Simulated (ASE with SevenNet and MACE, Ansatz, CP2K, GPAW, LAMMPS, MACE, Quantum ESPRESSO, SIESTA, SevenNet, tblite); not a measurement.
# Running liquid N-methylformamide at 298 K (108 atoms) with machine-learned potentials

Wanted: machine-learned potentials inputs and outputs for liquid N-methylformamide at 298 K (108 atoms), checked against a plane-wave reference.

Program: ASE with SevenNet and MACE. Level of theory: the method is named at each step. Results are calculated unless marked as measured.

### 1. Set-up

The cell holds 108 atoms: 24 C, 12 N, 12 O and 60 H. Cell: a = 10.550 Å, b = 10.550 Å, c = 10.550 Å, α = 90.0°, β = 90.0°, γ = 90.0°. 12 N-methylformamide placed at random, at 1 g/cm³; overlaps pushed apart, then 10 ps at 398 K with MMFF94 bonds, angles, torsions, charges and radii (Halgren, J. Comput. Chem. 17, 490 (1996)) in harmonic and 12-6 forms. Snapshot after 20 ps at 298 K and fixed volume.

The yardstick, on the same geometry:

* method: Kohn-Sham DFT, PBE, SSSP efficiency 1.3.0 pseudopotentials, plane waves (Quantum ESPRESSO 7.5); sssp-pbe-1.3.0-efficiency, cutoffs 60/480 Ry, Γ point
* r.m.s. force component: 0.9497 eV/Å
* longest force: 3.905 eV/Å
* pressure: 2.28 GPa
* gap (highest filled to lowest empty level): 4.049 eV
* time: 2.4 min on 2 MPI ranks of Arm Neoverse V1, shared host
* CPU time: 4.8 min

### 2. SevenNet l3i5 potential

Method: machine-learned interatomic potential SevenNet l3i5, trained on PBE(+U) plane-wave data.

run.py reads:

```python
import numpy as np
from ase.io import read
import mlip  # loads the published weights by name

atoms = read("structure.xyz")
atoms.calc = mlip.calc("7net-l3i5")
energy = atoms.get_potential_energy()
forces = atoms.get_forces()
print(f"energy {energy:.6f} eV")
print("forces (eV/A)")
for i, (a, f) in enumerate(zip(atoms, forces)):
    print(f"{i:4d} {a.symbol:2s} {f[0]:10.5f} {f[1]:10.5f} {f[2]:10.5f}")
stress = -atoms.get_stress(voigt=False) * 160.21766
print("stress (GPa, compression positive)")
for row in stress:
    print(" ".join(f"{x:10.4f}" for x in row))
```

structure.xyz reads:

```xyz
108
Lattice="10.55022 0.00000 0.00000 0.00000 10.55022 0.00000 0.00000 0.00000 10.55022" Properties=species:S:1:pos:R:3 pbc="T T T"
C 4.46696 10.45464 2.75635
N 3.07075 10.25882 2.70138
C 2.21776 0.46927 3.45910
O 2.54303 1.31350 4.29658
H 4.89256 10.16978 1.78404
H 4.62427 0.99911 2.92410
H 4.86513 9.88819 3.60775
H 2.67976 9.67392 1.98312
H 1.15441 0.23379 3.23660
C 0.94773 5.73510 8.87041
N 0.38973 6.29943 10.13285
C 9.66991 6.80996 10.10743
O 9.03194 6.84467 9.05072
H 0.35280 5.91688 7.98504
H 1.95095 6.09940 8.66173
H 0.91449 4.68746 9.05378
H 1.01324 6.42772 0.43298
H 9.37535 7.27459 0.51316
C 6.59684 3.06568 2.13716
N 7.49762 4.14413 1.95401
C 8.43733 4.32538 2.97717
O 8.81798 3.47904 3.75799
H 7.05525 2.19455 2.53786
H 5.84134 3.38778 2.90521
H 6.07608 2.77576 1.18764
H 7.32586 4.98108 1.37912
H 8.98784 5.24947 2.77450
C 2.87388 2.40007 7.08700
N 3.87794 2.83178 6.04728
C 4.74844 3.87773 6.32222
O 4.97464 4.32686 7.42261
H 1.90326 2.73208 6.63092
H 2.98033 1.29947 7.14915
H 3.08256 2.85795 8.07324
H 3.71410 2.57446 5.09101
H 5.28840 4.16048 5.43663
C 4.10235 5.05334 0.59155
N 4.89551 5.25781 9.96542
C 5.94167 6.07207 10.05942
O 6.51339 6.38911 0.56117
H 4.33656 5.84514 1.37438
H 3.06494 5.17003 0.30902
H 4.40282 4.05181 0.95838
H 4.65518 4.89572 8.99754
H 6.37814 6.21788 9.10505
C 1.13035 3.26403 1.54170
N 1.62252 3.78690 2.77914
C 1.62864 5.07487 3.17678
O 1.46310 6.05994 2.43752
H 0.32347 2.47571 1.75134
H 0.81110 4.13569 0.96134
H 1.84207 2.79855 0.93391
H 1.99283 3.07971 3.39675
H 1.82202 5.22088 4.23845
C 7.59901 6.94067 4.95206
N 6.91061 7.48158 3.84492
[... 48 atom lines left out ...]
H 0.60822 0.35217 8.18739
H 2.10414 0.10413 9.17310
H 9.85855 0.70402 10.07557
H 9.96743 10.21557 1.46142
```

Launch:

```
$ OMP_NUM_THREADS=1 python run.py > output.txt
```

Log:

```text
energy -618.200562 eV
forces (eV/A)
   0 C     0.73032    1.05521    0.18004
   1 N    -1.34201    1.10760    1.09686
   2 C    -0.07698   -1.64066   -1.51106
   3 O     0.38135    0.56111    0.17036
   4 H     0.27476   -0.08868    0.24045
   5 H     0.37221   -0.64563   -0.04523
   6 H     0.55972    0.02616   -0.11835
   7 H    -0.77022   -0.30153   -0.29471
   8 H     0.04403    0.08317    0.04735
   9 C     0.08604    0.50973    1.29090
  10 N     0.07233    0.62878   -0.22450
  11 C     2.20333    0.05816    0.11303
  12 O    -1.11890    0.28071   -0.18615
  13 H    -0.54317    0.48715    0.02584
  14 H     0.27406    0.01481    0.21803
  15 H     0.55475   -1.35486   -0.32851
  16 H    -1.01129   -0.21144   -0.87815
  17 H    -0.34506   -0.11639    0.06058
  18 C    -2.24101    0.45788   -0.47664
  19 N     2.01978    0.25219    1.62869
  20 C    -0.35784    0.22612   -3.11404
  21 O    -0.10128   -0.84922    1.25318
  22 H     0.87792   -0.77072    0.32037
  23 H    -0.04263   -0.39091   -0.53073
[...]
100 N     2.12549   -1.16340    0.13634
 101 C    -2.31703    3.04072   -0.94674
 102 O     2.67832   -2.62782    0.49009
 103 H     0.43838   -1.01414   -0.69539
 104 H     0.68038   -0.67161    0.48686
 105 H    -0.34364    0.10917    0.59921
 106 H    -0.55083    0.80175   -0.34832
 107 H    -0.84783   -0.10507    0.63506
stress (GPa, compression positive)
    2.7830    -0.1953     0.6242
   -0.1953     1.8125     0.4421
    0.6242     0.4421     2.5614
```

Wall time 15 s (1 thread of Arm Neoverse V1, shared host); peak memory 2 GiB.

Banners, paths, timers and routine set-up lines are dropped from the logs unmarked, and long logs keep their key lines alone; longer cuts are marked.

Against the reference:

* r.m.s. force component: 0.9705 eV/Å
* r.m.s. difference of force components: 104.3 meV/Å
* longest difference of force vectors: 498 meV/Å
* force difference over r.m.s. force: 10.98 %
* slope of forces against the reference's: 1.016
* correlation of force components: 0.9943
* pressure: 2.386 GPa
* pressure difference: 0.1053 GPa

Length of the force difference by element (eV/Å):

```
element  atoms   mean  most
      C     24   0.24  0.50
      H     60  0.073  0.18
      N     12   0.18  0.34
      O     12   0.25  0.34
```

A closer look about N20, one of the 12 N atoms: 9 atoms, nearest first, numbered in the order of the input, with positions taken from that point.

| atom | x | y | z | distance (Å) | bonds | Fx | Fy | Fz (eV/Å) |
| --- | --- | --- | --- | --- | --- | --- | --- | --- |
| N20 | 0.00 | 0.00 | 0.00 | 0.00 | 3 | 2.02 | 0.25 | 1.63 |
| H26 | -0.17 | 0.84 | -0.57 | 1.03 | 1 | -0.59 | -0.25 | 0.10 |
| C21 | 0.94 | 0.18 | 1.02 | 1.40 | 3 | -0.36 | 0.23 | -3.11 |
| C19 | -0.90 | -1.08 | 0.18 | 1.42 | 4 | -2.24 | 0.46 | -0.48 |
| H27 | 1.49 | 1.11 | 0.82 | 2.03 | 1 | 0.25 | 0.82 | 0.40 |
| H24 | -1.66 | -0.76 | 0.95 | 2.05 | 1 | -0.04 | -0.39 | -0.53 |
| H23 | -0.44 | -1.95 | 0.58 | 2.08 | 1 | 0.88 | -0.77 | 0.32 |
| H25 | -1.42 | -1.37 | -0.77 | 2.12 | 1 | 0.33 | 0.30 | 0.59 |
| O22 | 1.32 | -0.67 | 1.80 | 2.33 | 1 | -0.10 | -0.85 | 1.25 |

Atoms are counted from 1 here, from 0 in the log.

Forces lie 11 % from the reference's, at 0.050 times its CPU time (on 1 against 2 cores).

### 3. MACE MP-0b2 small potential

Method: machine-learned interatomic potential MACE MP-0b2 small, trained on PBE(+U) plane-wave data.

Edit run.py of step 2 so:

```diff
@@ -5,3 +5,3 @@
 atoms = read("structure.xyz")
-atoms.calc = mlip.calc("7net-l3i5")
+atoms.calc = mlip.calc("mace-mp-0b2-small")
 energy = atoms.get_potential_energy()
```

structure.xyz is that of step 2.

Log:

```text
energy -616.466567 eV
forces (eV/A)
   0 C     0.69206    1.02504    0.03830
   1 N    -1.32267    1.09082    1.16195
   2 C    -0.28460   -1.65470   -1.57761
   3 O     0.22783    0.51570    0.27011
   4 H     0.30830   -0.08370    0.21020
   5 H     0.40587   -0.65870   -0.00202
   6 H     0.55425    0.05130   -0.07605
   7 H    -0.71429   -0.33704   -0.39703
   8 H     0.31523    0.19759    0.08666
   9 C    -0.09094    0.66361    1.43516
  10 N     0.21546    0.62379   -0.21640
  11 C     2.22370    0.04913    0.19388
  12 O    -1.26054    0.31912   -0.23915
  13 H    -0.49736    0.40849   -0.05880
  14 H     0.46196   -0.00499    0.18153
  15 H     0.52677   -1.37597   -0.31100
  16 H    -1.01857   -0.21193   -0.88447
  17 H    -0.34114   -0.08778    0.03578
  18 C    -2.32169    0.58883   -0.59213
  19 N     2.15359    0.19978    1.68121
  20 C    -0.38166    0.40534   -3.23299
  21 O    -0.02432   -0.95024    1.41661
  22 H     0.76021   -0.86287    0.37667
  23 H    -0.06268   -0.49302   -0.48071
[...]
100 N     2.18095   -1.22031   -0.05021
 101 C    -2.17003    3.00824   -0.72929
 102 O     2.76350   -2.65080    0.65493
 103 H     0.47998   -1.05106   -0.65335
 104 H     0.62898   -0.63550    0.41791
 105 H    -0.22906    0.05975    0.58438
 106 H    -0.62595    0.92204   -0.35288
 107 H    -0.91643   -0.13615    0.49206
stress (GPa, compression positive)
    3.1263    -0.1807     0.6452
   -0.1807     2.2660     0.3049
    0.6452     0.3049     2.8342
```

Elapsed: 8.6 s, on 1 thread; peak memory 0.69 GiB.

Against the reference:

```yaml
r_m_s_force_component: 0.9642 eV/Å
r_m_s_difference_of_force_components: 130.5 meV/Å
longest_difference_of_force_vectors: 645 meV/Å
force_difference_over_r_m_s_force: 13.74 %
slope_of_forces_against_the_reference_s: 1.006
correlation_of_force_components: 0.9908
pressure: 2.742 GPa
pressure_difference: 0.4619 GPa
```

Against the first run (11 %), the force difference from the reference is 14 %, at 0.56 times the CPU time.

### 4. MACE MPA-0 medium potential

Method: machine-learned interatomic potential MACE MPA-0 medium, trained on PBE(+U) plane-wave data.

Edit run.py of step 3 so:

```diff
@@ -5,3 +5,3 @@
 atoms = read("structure.xyz")
-atoms.calc = mlip.calc("mace-mp-0b2-small")
+atoms.calc = mlip.calc("mace-mpa-0-medium")
 energy = atoms.get_potential_energy()
```

structure.xyz is that of step 3.

Log:

```text
energy -617.870073 eV
forces (eV/A)
   0 C     0.67526    1.04408    0.11691
   1 N    -1.35713    1.03745    0.96949
   2 C    -0.07556   -1.64104   -1.58311
   3 O     0.22737    0.62318    0.22658
   4 H     0.26680   -0.15361    0.25415
   5 H     0.39488   -0.57529    0.05643
   6 H     0.54571    0.05288   -0.12248
   7 H    -0.62066   -0.33979   -0.28474
   8 H     0.21284    0.18088    0.11033
   9 C    -0.04357    0.61871    1.39053
  10 N     0.31151    0.56012   -0.13198
  11 C     2.24470    0.25826    0.02448
  12 O    -1.16264    0.31314   -0.14683
  13 H    -0.54695    0.42986    0.01118
  14 H     0.39114    0.02575    0.19932
  15 H     0.57132   -1.36100   -0.36020
  16 H    -1.10163   -0.22421   -0.98255
  17 H    -0.32875   -0.10371    0.03105
  18 C    -2.26660    0.38490   -0.56658
  19 N     2.08427    0.32840    1.81720
  20 C    -0.48947    0.35337   -3.23330
  21 O    -0.06594   -0.98833    1.26972
  22 H     0.86932   -0.82433    0.44151
  23 H    -0.02064   -0.42345   -0.47934
[...]
100 N     2.22058   -1.19590    0.04651
 101 C    -2.11940    3.15280   -0.84563
 102 O     2.60472   -2.69449    0.47676
 103 H     0.55900   -1.03809   -0.68370
 104 H     0.62593   -0.66362    0.58213
 105 H    -0.24018    0.04581    0.57154
 106 H    -0.58341    0.84828   -0.40976
 107 H    -0.87455   -0.14836    0.48038
stress (GPa, compression positive)
    3.0522    -0.1038     0.7744
   -0.1038     2.3043     0.4900
    0.7744     0.4900     2.4492
```

Run time: 11 s. Hardware: 1 thread; peak memory 1.4 GiB.

Compared with the plane-wave run:

| Quantity | Value |
| --- | --- |
| r.m.s. force component | 0.9748 eV/Å |
| r.m.s. difference of force components | 114.6 meV/Å |
| longest difference of force vectors | 450.3 meV/Å |
| force difference over r.m.s. force | 12.07 % |
| slope of forces against the reference's | 1.02 |
| correlation of force components | 0.9932 |
| pressure | 2.602 GPa |
| pressure difference | 0.3216 GPa |

Against the first run (11 %), the force difference from the reference is 12 %, at 0.73 times the CPU time.

### 5. Side by side

Differences are against the plane-wave reference, forces as r.m.s. over components; share is that over the reference's r.m.s. force, slope the least-squares factor from reference forces to these. Total energies of different programs have different zeros and aren't compared.

| run | Δ force, r.m.s. (meV/Å) | share (%) | slope | Δ pressure (GPa) | cores | CPU time | memory (GiB) |
| --- | --- | --- | --- | --- | --- | --- | --- |
| reference | - | - | - | - | 2 | 4.8 min | 2.6 |
| SevenNet l3i5 potential | 104 | 11.0 | 1.016 | 0.105 | 1 | 14 s | 2.0 |
| MACE MP-0b2 small potential | 130 | 13.7 | 1.006 | 0.462 | 1 | 7.9 s | 0.69 |
| MACE MPA-0 medium potential | 115 | 12.1 | 1.020 | 0.322 | 1 | 10 s | 1.4 |

Times of the machine-learned potentials are mostly Python's start and the loading of weights.

CPU time is summed over cores on a shared host, where runs went side by side, so it is rough. Symmetry, cutoffs, thresholds, outputs and thread counts weren't matched or tuned between programs; memory under MPI is the largest rank's times the ranks.

### 6. Summary of results

- nearest in forces: SevenNet l3i5 potential, 11 %
- its CPU time: 14 s

What this shows: Machine-learned potentials differ by 11 % (SevenNet l3i5 potential) to 14 % (MACE MP-0b2 small potential); they were trained on other programs' data. The reference's pressure holds the uncorrected Pulay stress of its 60 Ry basis, so small pressure differences, and their order, may be the reference's own error. Machine-learned potentials mimic data converged in k, so the reference's own k-point error enters their differences. The network of contacts between molecules at the start is that of the classical potential that made the cell, and needn't be the one that DFT or experiment would give. The reference's PBE has no dispersion term, which matters for the binding between molecules or layers. The density was typed from a rule of thumb and may lie off the real one at this temperature. The electronic-structure runs sample only Γ, in a cell whose shortest periodic width is 11 Å.

[Also dropped from logs without a mark: logging warnings of Python, and SIESTA's first energy breakdown and zero terms.]

[Logs are printed without paths, hosts, clocks, repeated set-up lines and the standing remarks that a program may print on its own settings, such as how far it seeks lower states.]

[Hosts, paths, dates, database ids (printed as entryN), source tags and the programs' standing remarks are cut or masked in the printed files.]

[The MMFF94 radii named for the starting cell were scaled by 0.96; in molecules described by MMFF94, hydrogen bound to N, O or S took a small fixed 12-6 site in their place.]
